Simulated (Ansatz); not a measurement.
# Decaying states in the gap of NaCuWSe4, part 2 of 2

A new crystal, NaCuWSe4: structure, gap and complex bands. It is built by putting Na for part of the Cu in the Cu2WSe4 structure of space group I-42m, with the volume rescaled by atomic radii. The parent structure comes from the Materials Project.

Ansatz 0.2.0; PBEsol DFT, plane waves, PAW files (the session's first sound run).

So far, gap on path (eV): step 3 (band edges) 0.687.

The structure was built from a prototype and need not be the compound's stable phase.

## 4. Complex bands

This step: PBEsol DFT, plane waves, PAW files; complex bands by layer matching along the plane's normal (Ansatz 0.2.0).

The same crystal is laid in a cell whose first two vectors span the (001) plane (indices of the standard conventional cell, whose axes can be ordered otherwise than in the bulk input). At fixed energy and wavevector in the plane the solver finds all kz, real and complex. A few wavevectors are listed, (0, 0) and (0, -0.4583) in units of the plane's reciprocal vectors; the slowest state needn't be among them.

File input.yaml:

```yaml
crystal:
  lattice:
    - [7.226651239, 0.0, 0.0]
    - [0.0, 5.556553974, 0.0]
    - [3.61332562, 2.778276987, 4.705414374]
  atoms:
    - { symbol: Na, position: [0.5, 0.0, 0.0] }
    - { symbol: Cu, position: [0.0, 0.5, 0.0] }
    - { symbol: W, position: [0.0, 0.0, 0.0] }
    - { symbol: Se, position: [0.0375070923, 0.6100114263, 0.2936575517] }
    - { symbol: Se, position: [0.668835356, 0.0963310219, 0.2936575517] }
    - { symbol: Se, position: [0.9624929077, 0.9036689781, 0.7063424482] }
    - { symbol: Se, position: [0.331164644, 0.3899885737, 0.7063424482] }
kpoints:
  mp_grid: { grid: [6, 6, 6] }
scf:
  occupations: { method: fixed }
hamiltonian:
  xc: pbesol
output:
  eigenvalues: true
  transmission:
    leads: [[0, 0]]
    kpoints: [[0.0, 0.0], [0.0, -0.4583]]
    e_range: [-1.0, 1.69]
    de: 0.07
```

Started as:

```console
> ansatz run input.yaml --threads 2 --pin off --max-ram 4096MiB --backend cpu --events-out ev --progress --plain --runs-dir out
```

Numbers of over 12 decimals in the logs are rounded to 6 here.

The log of the run:

```text
[...]
Crystal: 7 atoms, lattice volume = 188.947 Å³
Basis set: ecut = 420 eV, 3639 PW (Γ)
Bands: 64, of which v1, the nominal top of the filled ones, is band 53 counted from 1 (52 counted from 0)
Symmetry: 4 space group operations
[...]
k-points: 46 of 216 (time reversal used)
[...]
SCF iter   1: F=—  HF=-40020.996165 eV  |F-HF|=—  |Δ(HF+E_count)|=         —  Δρ=6.05e-3  dr2=5.05e-2  ethr=1.77e-3  ⟨swp⟩=5.0  Hψ=8938  notcnv=0  defer=409
[...]
SCF iter   9: F=-40020.990440 eV  HF=-40020.990440 eV  |F-HF|=2.60e-8  |Δ(HF+E_count)|=   1.26e-7  Δρ=5.01e-6  dr2=4.10e-8  ethr=9.43e-11  ⟨swp⟩=10.2  Hψ=11139  notcnv=0
SCF 1 converged in 9 iterations: F = -40020.990440 eV  dr2 = 4.10e-8
[...]
transmission: 7 of 14 steps passed
transmission: 14 of 14 steps passed
SCF converged after 9 iterations
Free energy (F): -40020.990440 eV
[...]
Internal energy: -40020.990440 eV  (E = F + TS)
E sigma→0 (E₀):  -40020.990440 eV
Fermi energy:    6.154061 eV
[...]
--- Band table (eV; the first three rows and the last of 46) ---
  k-point 0: bands = [... 49 lower, 4.5587, 5.0802, 5.1022, 5.1322, 7.6939, 7.7388, 8.0957, 8.4218, ... 7 higher]
  k-point 1: bands = [... 49 lower, 4.6934, 5.1297, 5.1396, 5.2136, 7.3274, 7.9635, 8.0590, 8.5125, ... 7 higher]
  k-point 2: bands = [... 49 lower, 4.8450, 5.3218, 5.3791, 5.4156, 7.0318, 7.6370, 8.3009, 8.5143, ... 7 higher]
  k-point 45: bands = [... 49 lower, 4.2822, 5.3517, 5.7562, 6.0151, 7.7942, 8.0113, 8.5282, 8.7406, ... 7 higher]
--- Transmission ---
  basis      : 355 plane waves across, 7 finite elements along
  points     : 2, as listed
  energies   : 39 from -1.000000 to 1.660000 eV about the Fermi level, 0.070000 eV apart; the leads are filled to 0.358022 eV, and channels, transmission and decay are at 0.330000 eV
  crystal 0  : Se4Na1Cu1W1, at the sites [0, 0], period 4.7054 Å: whole cells are its period
    offset         : up to 0.0000 Å between an atom of the period and one for which it stands
    channels       : 0.000000e0 a spin
    conductance    : none, the energies end too early or step too widely for 300 K: set another output.transmission.e_range or a lower de, or, where they end at an eighth of basis.ecutwfc, a higher one
    slowest decay  : 0.2251 /Å at (0.0000, 0.0000)
```

Wall time 2.5 min (2 threads of Arm Neoverse V1, shared host); peak memory 1.1 GiB.

Numbers from this step:

```
level to which the leads are filled                       : 0.3580 eV from the Fermi level
decay constant at the filling level, zone centre          : 0.2251 Å⁻¹
decay constant at the filling level, slowest listed point : 0.2251 Å⁻¹
```

K parallel (0, 0); values up to 1.5 1/Å, a degenerate pair printed once or twice; energies at which all values exceed this have no row. Table of Im kz of the slowest decaying states by energy, zero at the highest filled level on the SCF mesh:

```csv
energy (eV),decay 1 (Å⁻¹),decay 2 (Å⁻¹),decay 3 (Å⁻¹),decay 4 (Å⁻¹)
-1.00,0.223,0.300,0.378,0.436
-0.86,0.255,0.402,0.432,0.796
-0.72,0.280,0.416,0.469,0.781
-0.58,0.118,0.299,0.423,0.498
-0.44,0.133,0.207,0.313,0.425
-0.30,0.183,0.241,0.268,0.323
-0.23,0.199,0.250,0.293,0.327
-0.09,0.221,0.263,0.331,0.332
-0.02,0.227,0.268,0.332,0.347
0.05,0.232,0.272,0.331,0.361
0.19,0.234,0.277,0.326,0.384
0.33,0.225,0.278,0.315,0.398
0.47,0.202,0.276,0.300,0.388
0.61,0.148,0.271,0.281,0.377
0.75,0.259,0.263,0.365,0.441
0.89,0.230,0.252,0.354,0.449
0.96,0.213,0.246,0.349,0.453
1.10,0.165,0.230,0.344,0.459
1.24,0.0702,0.209,0.344,0.464
1.38,0.183,0.344,0.467,0.528
1.52,0.148,0.341,0.469,0.495
1.66,0.0946,0.336,0.458,0.469
```

K parallel (0, 0). Table of Re kz of states that move upwards by energy, zero at the highest filled level on the SCF mesh:

```csv
energy (eV),channel 1 (Å⁻¹),channel 2 (Å⁻¹),channel 3 (Å⁻¹)
-1.00,0.114,0.248,0.266
-0.93,0.237,0.328,0.353
-0.86,0.320,0.385,0.421
-0.79,0.392,0.435,0.482
-0.72,0.465,0.483,0.548
-0.65,0.534,0.562,-
-0.58,0.605,-,-
-0.51,-,-,-
-0.44,-,-,-
-0.37,-,-,-
-0.30,-,-,-
-0.23,-,-,-
-0.16,-,-,-
-0.09,-,-,-
-0.02,-,-,-
0.05,-,-,-
0.12,-,-,-
0.19,-,-,-
0.26,-,-,-
0.40,-,-,-
0.47,-,-,-
0.54,-,-,-
0.61,-,-,-
0.68,-,-,-
0.75,-0.574,-,-
0.82,-0.496,-,-
0.89,-0.435,-,-
0.96,-0.378,-,-
1.03,-0.325,-,-
1.10,-0.273,-,-
1.17,-0.225,-,-
1.24,-0.179,-,-
1.31,-0.576,-0.137,-
1.38,-0.515,-0.0978,-
1.45,-0.466,-0.0595,-
1.52,-0.422,-0.0196,-
1.59,-0.378,0.00923,-
1.66,-0.334,0.0559,-
```

K parallel (0, -0.4583); values up to 1.5 1/Å, a degenerate pair printed once or twice; energies at which all values exceed this have no row. The Im kz of the slowest decaying states by energy, zero at the highest filled level on the SCF mesh:

```csv
energy (eV),decay 1 (Å⁻¹),decay 2 (Å⁻¹),decay 3 (Å⁻¹),decay 4 (Å⁻¹)
-1.00,0.438,0.594,0.742,0.792
-0.86,0.0772,0.0777,0.471,0.537
-0.72,0.0769,0.106,0.469,0.510
-0.58,0.0762,0.456,0.493,0.789
-0.44,0.440,0.474,0.787,0.796
-0.30,0.419,0.454,0.785,0.799
-0.23,0.407,0.441,0.783,0.799
-0.09,0.382,0.412,0.781,0.798
-0.02,0.376,0.393,0.781,0.797
0.05,0.115,0.197,0.370,0.380
0.19,0.286,0.297,0.333,0.407
0.33,0.327,0.337,0.338,0.421
0.47,0.326,0.357,0.360,0.427
0.61,0.322,0.363,0.370,0.428
0.75,0.314,0.361,0.374,0.427
0.89,0.298,0.352,0.373,0.422
0.96,0.287,0.345,0.370,0.419
1.10,0.256,0.326,0.361,0.411
1.24,0.204,0.299,0.346,0.400
1.38,0.0723,0.258,0.323,0.386
1.52,0.174,0.286,0.368,0.719
1.66,0.128,0.163,0.211,0.347
```

At the listed wavevectors the last open channel is at -0.02 eV and the next at +0.75 eV on the grid. At +0.33 eV, the grid energy nearest the filling level (the middle of the gap on the SCF mesh), the slowest state at the listed wavevectors decays with κ = 0.225 Å⁻¹, its amplitude falling by e over 4.4 Å. Through 1 nm of this crystal that state's transmission falls by exp(−2 × 0.225 Å⁻¹ × 10 Å) = 0.011.

## 5. Band edges at another level

This step: LDA DFT, plane waves, PAW files (Ansatz 0.2.0).

The edges again with LDA, at the same atoms.

File input.yaml:

```yaml
crystal:
  lattice:
    - [-3.6133256197, 2.7782769871, 4.7054143739]
    - [3.6133256197, -2.7782769871, 4.7054143739]
    - [3.6133256197, 2.7782769871, -4.7054143739]
  atoms:
    - { symbol: Na, position: [0.0, 0.5, 0.5] }
    - { symbol: Cu, position: [0.5, 0.0, 0.5] }
    - { symbol: W, position: [0.0, 0.0, 0.0] }
    - { symbol: Se, position: [0.9036689781, 0.331164644, -0.0588239296] }
    - { symbol: Se, position: [0.3899885737, 0.9624929077, 0.0588239296] }
    - { symbol: Se, position: [0.6100114263, 0.668835356, 0.572504334] }
    - { symbol: Se, position: [0.0963310219, 0.0375070923, 0.427495666] }
kpoints:
  mp_grid: { grid: [6, 6, 6] }
  band_path: { path: [VBM, CBM], npoints: 30 }
scf:
  occupations: { method: fixed }
hamiltonian:
  xc: lda
output:
  eigenvalues: true
```

The log of the run:

```text
[...]
Crystal: 7 atoms, lattice volume = 188.947 Å³
Basis set: ecut = 420 eV, 3639 PW (Γ)
Bands: 64, of which v1, the nominal top of the filled ones, is band 53 counted from 1 (52 counted from 0)
Symmetry: 4 space group operations
[...]
k-points: 46 of 216 (time reversal used)
[...]
SCF iter   1: F=—  HF=-39687.996594 eV  |F-HF|=—  |Δ(HF+E_count)|=         —  Δρ=7.23e-3  dr2=5.68e-2  ethr=1.77e-3  ⟨swp⟩=4.9  Hψ=8909  notcnv=0  defer=408
[...]
SCF iter  10: F=-39687.985531 eV  HF=-39687.985531 eV  |F-HF|=4.40e-8  |Δ(HF+E_count)|=   1.57e-8  Δρ=5.35e-6  dr2=4.64e-8  ethr=9.43e-11  ⟨swp⟩=9.9  Hψ=10352  notcnv=0
SCF 1 converged in 10 iterations: F = -39687.985531 eV  dr2 = 4.64e-8
[...]
SCF converged after 10 iterations
Free energy (F): -39687.985531 eV
[...]
Internal energy: -39687.985531 eV  (E = F + TS)
E sigma→0 (E₀):  -39687.985531 eV
Fermi energy:    5.959378 eV
[...]
--- Band table (eV; the first three rows and the last of 46) ---
  k-point 0: bands = [... 49 lower, 4.3411, 4.8640, 4.8857, 4.9495, 7.4814, 7.5182, 7.8712, 8.2131, ... 7 higher]
  k-point 1: bands = [... 49 lower, 4.3367, 4.8608, 5.0473, 5.2050, 7.5678, 7.7113, 7.9120, 8.1296, ... 7 higher]
  k-point 2: bands = [... 49 lower, 4.2220, 5.0148, 5.3596, 5.6060, 7.5713, 7.7389, 8.2585, 8.3145, ... 7 higher]
  k-point 45: bands = [... 49 lower, 4.6535, 5.2990, 5.3532, 5.4000, 6.6306, 7.1957, 7.6952, 8.5605, ... 7 higher]
```

Wall time 2.1 min (2 threads); peak memory 0.69 GiB; 4.1 min of CPU time.

Numbers from this step:

```
free energy        : -39687.9855 eV
Fermi energy       : 5.959 eV
gap on the k-mesh  : 0.6712 eV
gap on path        : 0.6419 eV, by band count; negative where bands overlap
direct gap on path : 1.231 eV
```

Electronic bands along the path, in eV, zero at the Fermi level (highest filled level under fixed occupations); # counts the bands kept:

```csv
point,#14,#15,#16,#17,#18,#19,#20,#21
VBM,-1.90,-0.93,-0.53,0.03,1.43,1.69,2.34,2.67
halfway,-1.67,-0.77,-0.72,-0.43,1.43,1.56,2.14,2.31
CBM,-1.31,-0.66,-0.61,-0.56,0.67,1.24,1.74,2.60
```

The searched edges give 0.642 eV, under the 0.671 eV of the mesh, which misses an edge.

For the gap on path, step 3 gave 0.687 eV; this run, with LDA, gives 0.642 eV.

## 6. Complex bands at another level

This step: LDA DFT, plane waves, PAW files; complex bands by layer matching along the plane's normal (Ansatz 0.2.0).

The complex bands at that level, over its own gap, at (0, 0) and (0, -0.4583).

File input.yaml:

```yaml
crystal:
  lattice:
    - [7.226651239, 0.0, 0.0]
    - [0.0, 5.556553974, 0.0]
    - [3.61332562, 2.778276987, 4.705414374]
  atoms:
    - { symbol: Na, position: [0.5, 0.0, 0.0] }
    - { symbol: Cu, position: [0.0, 0.5, 0.0] }
    - { symbol: W, position: [0.0, 0.0, 0.0] }
    - { symbol: Se, position: [0.0375070923, 0.6100114263, 0.2936575517] }
    - { symbol: Se, position: [0.668835356, 0.0963310219, 0.2936575517] }
    - { symbol: Se, position: [0.9624929077, 0.9036689781, 0.7063424482] }
    - { symbol: Se, position: [0.331164644, 0.3899885737, 0.7063424482] }
kpoints:
  mp_grid: { grid: [6, 6, 6] }
scf:
  occupations: { method: fixed }
hamiltonian:
  xc: lda
output:
  eigenvalues: true
  transmission:
    leads: [[0, 0]]
    kpoints: [[0.0, 0.0], [0.0, -0.4583]]
    e_range: [-1.0, 1.64]
    de: 0.07
```

The log of the run:

```text
[...]
Crystal: 7 atoms, lattice volume = 188.947 Å³
Basis set: ecut = 420 eV, 3639 PW (Γ)
Bands: 64, of which v1, the nominal top of the filled ones, is band 53 counted from 1 (52 counted from 0)
Symmetry: 4 space group operations
[...]
k-points: 46 of 216 (time reversal used)
[...]
SCF iter   1: F=—  HF=-39687.996387 eV  |F-HF|=—  |Δ(HF+E_count)|=         —  Δρ=7.23e-3  dr2=5.68e-2  ethr=1.77e-3  ⟨swp⟩=4.9  Hψ=8911  notcnv=0  defer=409
[...]
SCF iter  10: F=-39687.985531 eV  HF=-39687.985531 eV  |F-HF|=4.38e-8  |Δ(HF+E_count)|=   1.53e-8  Δρ=5.32e-6  dr2=4.60e-8  ethr=9.43e-11  ⟨swp⟩=9.8  Hψ=10338  notcnv=0
SCF 1 converged in 10 iterations: F = -39687.985531 eV  dr2 = 4.60e-8
[...]
transmission: 7 of 14 steps passed
transmission: 14 of 14 steps passed
SCF converged after 10 iterations
Free energy (F): -39687.985531 eV
[...]
Internal energy: -39687.985531 eV  (E = F + TS)
E sigma→0 (E₀):  -39687.985531 eV
Fermi energy:    5.959378 eV
[...]
--- Band table (eV; the first three rows and the last of 46) ---
  k-point 0: bands = [... 49 lower, 4.3411, 4.8640, 4.8857, 4.9495, 7.4814, 7.5182, 7.8712, 8.2131, ... 7 higher]
  k-point 1: bands = [... 49 lower, 4.4871, 4.9154, 4.9251, 5.0330, 7.0907, 7.7415, 7.8439, 8.3039, ... 7 higher]
  k-point 2: bands = [... 49 lower, 4.6491, 5.1153, 5.1760, 5.2386, 6.7925, 7.4150, 8.0944, 8.2923, ... 7 higher]
  k-point 45: bands = [... 49 lower, 4.0534, 5.1546, 5.5546, 5.8181, 7.5801, 7.7944, 8.3095, 8.5262, ... 7 higher]
--- Transmission ---
  basis      : 355 plane waves across, 7 finite elements along
  points     : 2, as listed
[...]
channels       : 0.000000e0 a spin
[...]
slowest decay  : 0.2188 /Å at (0.0000, 0.0000)
```

It took 2.5 min on 2 threads; peak memory 1.1 GiB.

This step gave:

| Item | Value |
| --- | --- |
| level to which the leads are filled | 0.3356 eV from the Fermi level |
| decay constant at the filling level, zone centre | 0.2188 Å⁻¹ |
| decay constant at the filling level, slowest listed point | 0.2188 Å⁻¹ |

K parallel (0, 0); values up to 1.5 1/Å, a degenerate pair printed once or twice; energies at which all values exceed this have no row. Im kz of the slowest decaying states against energy, zero at the highest filled level on the SCF mesh:

```csv
energy (eV),decay 1 (Å⁻¹),decay 2 (Å⁻¹),decay 3 (Å⁻¹),decay 4 (Å⁻¹)
-1.00,0.212,0.320,0.370,0.428
-0.79,0.259,0.410,0.443,0.785
-0.65,0.0425,0.281,0.418,0.476
-0.44,0.133,0.201,0.304,0.422
-0.23,0.198,0.257,0.276,0.317
-0.09,0.219,0.265,0.321,0.321
-0.02,0.225,0.269,0.321,0.338
0.12,0.231,0.275,0.317,0.365
0.26,0.226,0.277,0.308,0.386
0.47,0.189,0.275,0.287,0.381
0.68,0.259,0.266,0.363,0.430
0.82,0.234,0.256,0.352,0.439
1.03,0.178,0.236,0.341,0.451
1.24,0.207,0.341,0.458,0.553
1.38,0.181,0.341,0.462,0.524
1.59,0.121,0.333,0.464,0.473
```

K parallel (0, 0). Re kz of states that move upwards against energy, zero at the highest filled level on the SCF mesh:

```csv
energy (eV),channel 1 (Å⁻¹),channel 2 (Å⁻¹),channel 3 (Å⁻¹)
-1.00,0.0758,0.273,0.292
-0.93,0.218,0.341,0.369
-0.79,0.375,0.441,0.491
-0.72,0.446,0.487,0.556
-0.65,0.531,0.538,-
-0.58,0.608,-,-
-0.44,-,-,-
-0.37,-,-,-
-0.30,-,-,-
-0.23,-,-,-
-0.09,-,-,-
-0.02,-,-,-
0.05,-,-,-
0.19,-,-,-
0.26,-,-,-
0.33,-,-,-
0.40,-,-,-
0.54,-,-,-
0.61,-,-,-
0.68,-0.621,-,-
0.82,-0.456,-,-
0.89,-0.399,-,-
0.96,-0.344,-,-
1.03,-0.292,-,-
1.17,-0.198,-,-
1.24,-0.641,-0.156,-
1.31,-0.548,-0.117,-
1.38,-0.494,-0.0808,-
1.52,-0.405,-0.00448,-
1.59,-0.362,0.0248,-
```

K parallel (0, -0.4583); values up to 1.5 1/Å, a degenerate pair printed once or twice; energies at which all values exceed this have no row. The Im kz of the slowest decaying states by energy, zero at the highest filled level on the SCF mesh:

```csv
energy (eV),decay 1 (Å⁻¹),decay 2 (Å⁻¹),decay 3 (Å⁻¹),decay 4 (Å⁻¹)
-1.00,0.431,0.595,0.736,0.789
-0.79,0.0848,0.101,0.467,0.517
-0.65,0.0365,0.0968,0.458,0.496
-0.44,0.434,0.469,0.784,0.794
-0.23,0.401,0.436,0.781,0.798
-0.09,0.377,0.405,0.779,0.797
-0.02,0.373,0.386,0.778,0.796
0.12,0.226,0.254,0.337,0.397
0.26,0.311,0.314,0.321,0.416
0.47,0.320,0.349,0.351,0.425
0.68,0.312,0.354,0.364,0.426
0.82,0.299,0.348,0.364,0.422
1.03,0.262,0.326,0.355,0.412
1.24,0.183,0.286,0.332,0.396
1.38,0.239,0.306,0.382,0.734
1.59,0.0786,0.174,0.227,0.354
```

At the listed wavevectors the last open channel is at -0.02 eV and the next at +0.68 eV on the grid. At +0.33 eV, the grid energy nearest the filling level (the middle of the gap on the SCF mesh), the slowest state at the listed wavevectors decays with κ = 0.219 Å⁻¹, its amplitude falling by e over 4.6 Å; the first such run, plane (001), gave 0.225 Å⁻¹.

## 7. A repeat with changed settings

This step: PBEsol DFT, plane waves, PAW files; complex bands by layer matching along the plane's normal; changed: scf.eigensolver.kind = "davidson", basis.precision = "f64", kpoints.mp_grid.grid = [2, 2, 2], scf.algorithm = "density_mixing" (Ansatz 0.2.0).

This run repeats an earlier one, its twin (the complex run, plane (001)), with four settings changed (kpoints.mp_grid.grid, scf.eigensolver.kind, scf.algorithm, basis.precision; files written aside). It is meant to test how the run responds to these settings. Where the input is shown as a difference, that is against the step before, not the twin.

Changes to input.yaml since step 6:

```diff
@@ -14,7 +14,9 @@
 kpoints:
-  mp_grid: { grid: [6, 6, 6] }
+  mp_grid: { grid: [2, 2, 2] }
 scf:
   occupations: { method: fixed }
+  eigensolver: { kind: davidson }
+  algorithm: density_mixing
 hamiltonian:
-  xc: lda
+  xc: pbesol
 output:
@@ -24,3 +26,5 @@
     kpoints: [[0.0, 0.0], [0.0, -0.4583]]
-    e_range: [-1.0, 1.64]
+    e_range: [-1.0, 1.69]
     de: 0.07
+basis:
+  precision: f64
```

The log of the run:

```text
[...]
davidson cushion auto → on  (no smearing: the cushion is to keep the highest requested band from converging to the state above it; pin scf.eigensolver.cushion to override)
Crystal: 7 atoms, lattice volume = 188.947 Å³
Basis set: ecut = 420 eV, 3639 PW (Γ)
Bands: 64, of which v1, the nominal top of the filled ones, is band 53 counted from 1 (52 counted from 0)
Symmetry: 4 space group operations
[...]
k-points: 5 of 8
[...]
SCF iter   1: F=—  HF=-40020.889492 eV  |F-HF|=—  |Δ(HF+E_count)|=         —  Δρ=6.62e-3  dr2=5.31e-2  ethr=1.77e-3  ⟨swp⟩=10.6  Hψ=1366  notcnv=0
[...]
SCF iter   9: F=-40020.881864 eV  HF=-40020.881864 eV  |F-HF|=2.51e-8  |Δ(HF+E_count)|=   3.85e-7  Δρ=5.16e-6  dr2=4.46e-8  ethr=1.28e-9  ⟨swp⟩=4.2  Hψ=839  notcnv=0
SCF 1 converged in 9 iterations: F = -40020.881864 eV  dr2 = 4.46e-8
[...]
transmission: 7 of 14 steps passed
transmission: 14 of 14 steps passed
SCF converged after 9 iterations
Free energy (F): -40020.881864 eV
[...]
Internal energy: -40020.881864 eV  (E = F + TS)
E sigma→0 (E₀):  -40020.881864 eV
Fermi energy:    6.047825 eV
[...]
--- Band table (eV; the first three rows and the last of 5) ---
  k-point 0: bands = [... 49 lower, 4.5523, 5.0730, 5.0931, 5.1462, 7.6925, 7.7366, 8.0788, 8.4217, ... 7 higher]
  k-point 1: bands = [... 49 lower, 4.8478, 5.5031, 5.5417, 5.6008, 6.8620, 7.4064, 7.9008, 8.7670, ... 7 higher]
  k-point 2: bands = [... 49 lower, 4.3678, 5.0100, 5.9627, 6.0478, 7.5565, 7.9999, 8.5084, 8.7812, ... 7 higher]
  k-point 4: bands = [... 49 lower, 4.2983, 5.3465, 5.7761, 5.9759, 7.7831, 7.8117, 8.5402, 8.8628, ... 7 higher]
--- Transmission ---
  basis      : 355 plane waves across, 7 finite elements along
  points     : 2, as listed
[...]
channels       : 0.000000e0 a spin
[...]
slowest decay  : 0.2259 /Å at (0.0000, 0.0000)
```

Run time: 2 min. Hardware: 2 threads; peak memory 1.1 GiB; 3.4 min of CPU time.

This number moved little. The least decay constant is 0.226 Å⁻¹ against 0.225 Å⁻¹ in the twin: no change within 1 %.

The two runs compared:

```csv
quantity,this run,sound run,difference
free energy (eV),-40020.88,-40020.99,0.109
Fermi energy (eV),6.0478,6.1541,-0.106
gap on the k-mesh (eV),0.81414,0.71604,0.0981
level to which the leads are filled (eV from the Fermi level),0.40707,0.35802,0.0490
"decay constant at the filling level, zone centre (Å⁻¹)",0.22588,0.22513,7.5e-4
"decay constant at the filling level, slowest listed point (Å⁻¹)",0.2259,0.2251,8.0e-4
```

The two runs differ clearly in the gap on the k-mesh: 0.814 eV against 0.716 eV.

## 8. Results

```yaml
band_gap: 0.687 eV
least_decay_constant_at_mid_gap_normal_to_001: 0.225 Å⁻¹
least_decay_constant_lda: 0.219 Å⁻¹
```

**Reading.** With PBEsol, the slowest decay at the wavevectors tried is κ = 0.225 Å⁻¹, normal to (001). Through such a film the transmission near mid-gap falls as exp(−2κd), a factor of ten every 5.1 Å. A free electron under a barrier of half the gap would need a mass of 0.56 mₑ to decay at this rate. With LDA the gap goes from 0.687 to 0.642 eV and the decay constant, over the first 2 listed wavevectors, from 0.225 to 0.219 Å⁻¹. The compound is made up by substitution; its stability against other phases and against distortions of the cell's symmetry was not tested. A semilocal functional narrows gaps, so real decay constants are likely larger.

[Logs are printed without paths, hosts, clocks, repeated set-up lines and the standing remarks that a program may print on its own settings, such as how far it seeks lower states.]

[Hosts, paths, dates, database ids (printed as entryN), source tags and the programs' standing remarks are cut or masked in the printed files.]
